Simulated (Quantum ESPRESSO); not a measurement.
Consider Nd2SeO2 (P-3m1).

```
Nd Se O
1.0
     3.97500    0.00000    0.00000
    -1.98750    3.44245    0.00000
     0.00000    0.00000    6.98500
Nd Se O
2 1 2
Direct
  0.66667 0.33333 0.71000
  0.33333 0.66667 0.29000
  0.00000 0.00000 0.00000
  0.66667 0.33333 0.38000
  0.33333 0.66667 0.62000
```

Absorber: atom 4, with 1 Nd at 2.31 Å and 3 Nd at 2.38 Å (distorted tetrahedral, site symmetry 3m). Method: Quantum ESPRESSO XSpectra, LDA, full core hole (charged cell), 15-atom cell with 6.9 Å between holes, 4×4×3 k points, dipole transitions, Lorentzian half width 0.3 eV up to 4 eV, rising linearly to 2.5 eV at 25 eV (counted from xe0, 0.9 eV below the zero used here), without spin-orbit coupling.

Q: Where do the maxima of the O K edge fall?

Main maxima up to 24 eV above the zero (height): 0.8 eV (1.56), 3.1 eV (1.67), 4.0 eV (1.81) and 11.1 eV (0.97). A K edge sees empty p states on the absorber. The total-energy difference plus the lowest empty eigenvalue puts the zero at 534.36 eV. One term is added: -8.83 eV, since the hole is spin-paired here and a spin-polarised one costs that much less in the free atom (computed apart). The photon energy is then 525.53 eV. The functional and the charged cell's background leave an error in such absolute values: in the free atom LDA prices this hole 4.1 eV below PBE (computed apart), and PBE is itself good to a few eV.

The O K spectrum (energy from the lowest empty level; intensity scaled to a mean of 1 over the first 20 eV; the points at xe0, where the cut of filled states can leave a spike, are interpolated; polarised curves are means over the symmetry-equivalent atoms):

```tsv
E (eV)	isotropic	ε ⊥ c	ε ∥ c
-2.0	0.05	0.06	0.04
-1.5	0.07	0.08	0.05
-1.0	0.10	0.12	0.07
-0.5	0.17	0.20	0.10
0.0	0.39	0.50	0.17
0.5	1.16	1.53	0.42
1.0	1.36	1.65	0.79
1.5	0.83	0.80	0.89
2.0	1.15	0.90	1.64
2.5	1.41	1.23	1.78
3.0	1.67	1.60	1.81
3.5	1.65	1.64	1.66
4.0	1.81	1.98	1.47
4.5	1.62	1.66	1.55
5.0	1.33	1.32	1.34
5.5	1.20	1.30	1.01
6.0	1.04	1.14	0.84
6.5	0.89	0.92	0.84
7.0	0.87	0.84	0.92
7.5	0.86	0.81	0.97
8.0	0.85	0.78	0.98
8.5	0.88	0.81	1.02
9.0	0.93	0.87	1.05
9.5	0.95	0.93	1.00
10.0	0.96	0.98	0.93
10.5	0.96	1.00	0.90
11.0	0.97	1.00	0.91
11.5	0.97	0.99	0.91
12.0	0.94	0.96	0.91
12.5	0.91	0.91	0.90
13.0	0.87	0.87	0.87
13.5	0.83	0.84	0.83
14.0	0.81	0.82	0.79
14.5	0.80	0.81	0.78
15.0	0.80	0.81	0.78
15.5	0.80	0.82	0.78
16.0	0.81	0.82	0.78
16.5	0.80	0.81	0.78
17.0	0.79	0.79	0.78
17.5	0.79	0.79	0.79
18.0	0.79	0.78	0.79
18.5	0.78	0.78	0.79
19.0	0.78	0.78	0.79
19.5	0.78	0.77	0.78
20.0	0.77	0.77	0.78
20.5	0.77	0.77	0.77
21.0	0.77	0.77	0.76
21.5	0.76	0.77	0.76
22.0	0.76	0.76	0.75
22.5	0.76	0.76	0.76
23.0	0.75	0.75	0.76
23.5	0.75	0.74	0.76
24.0	0.74	0.74	0.76
24.5	0.74	0.73	0.75
25.0	0.73	0.72	0.74
25.5	0.72	0.72	0.73
26.0	0.71	0.71	0.72
26.5	0.71	0.71	0.70
27.0	0.70	0.70	0.69
27.5	0.69	0.69	0.68
28.0	0.68	0.69	0.67
28.5	0.67	0.68	0.66
29.0	0.66	0.67	0.66
29.5	0.66	0.66	0.66
30.0	0.65	0.65	0.66
30.5	0.65	0.64	0.66
31.0	0.64	0.63	0.67
31.5	0.64	0.62	0.67
32.0	0.63	0.61	0.67
```

The run has no spin polarisation, although Nd can carry a moment. Lanthanide 4f electrons are frozen in the core. Lifetime broadening is put in by hand, and intensities beyond about 20 eV depend on it and on the partial waves; weight that the partial waves miss at high energy is lost. The structure is a published determination, not relaxed.

[Banner, clock and machine lines of the logs are left out without a mark of their own.]

[Logs are printed without paths, hosts, clocks, repeated set-up lines and the standing remarks that a program may print on its own settings, such as how far it seeks lower states.]

[Hosts, paths, dates, database ids (printed as entryN), source tags and the programs' standing remarks are cut or masked in the printed files.]

[Lists of maxima count a maximum above −3 eV only where it reaches 4 % of the highest in the window and stands out from its surroundings by 2 % of it (1.5 % where it reaches 55 %); shoulders and weaker maxima are passed over, and of the rest the first, up to two pre-edge ones and the few strongest are named.]
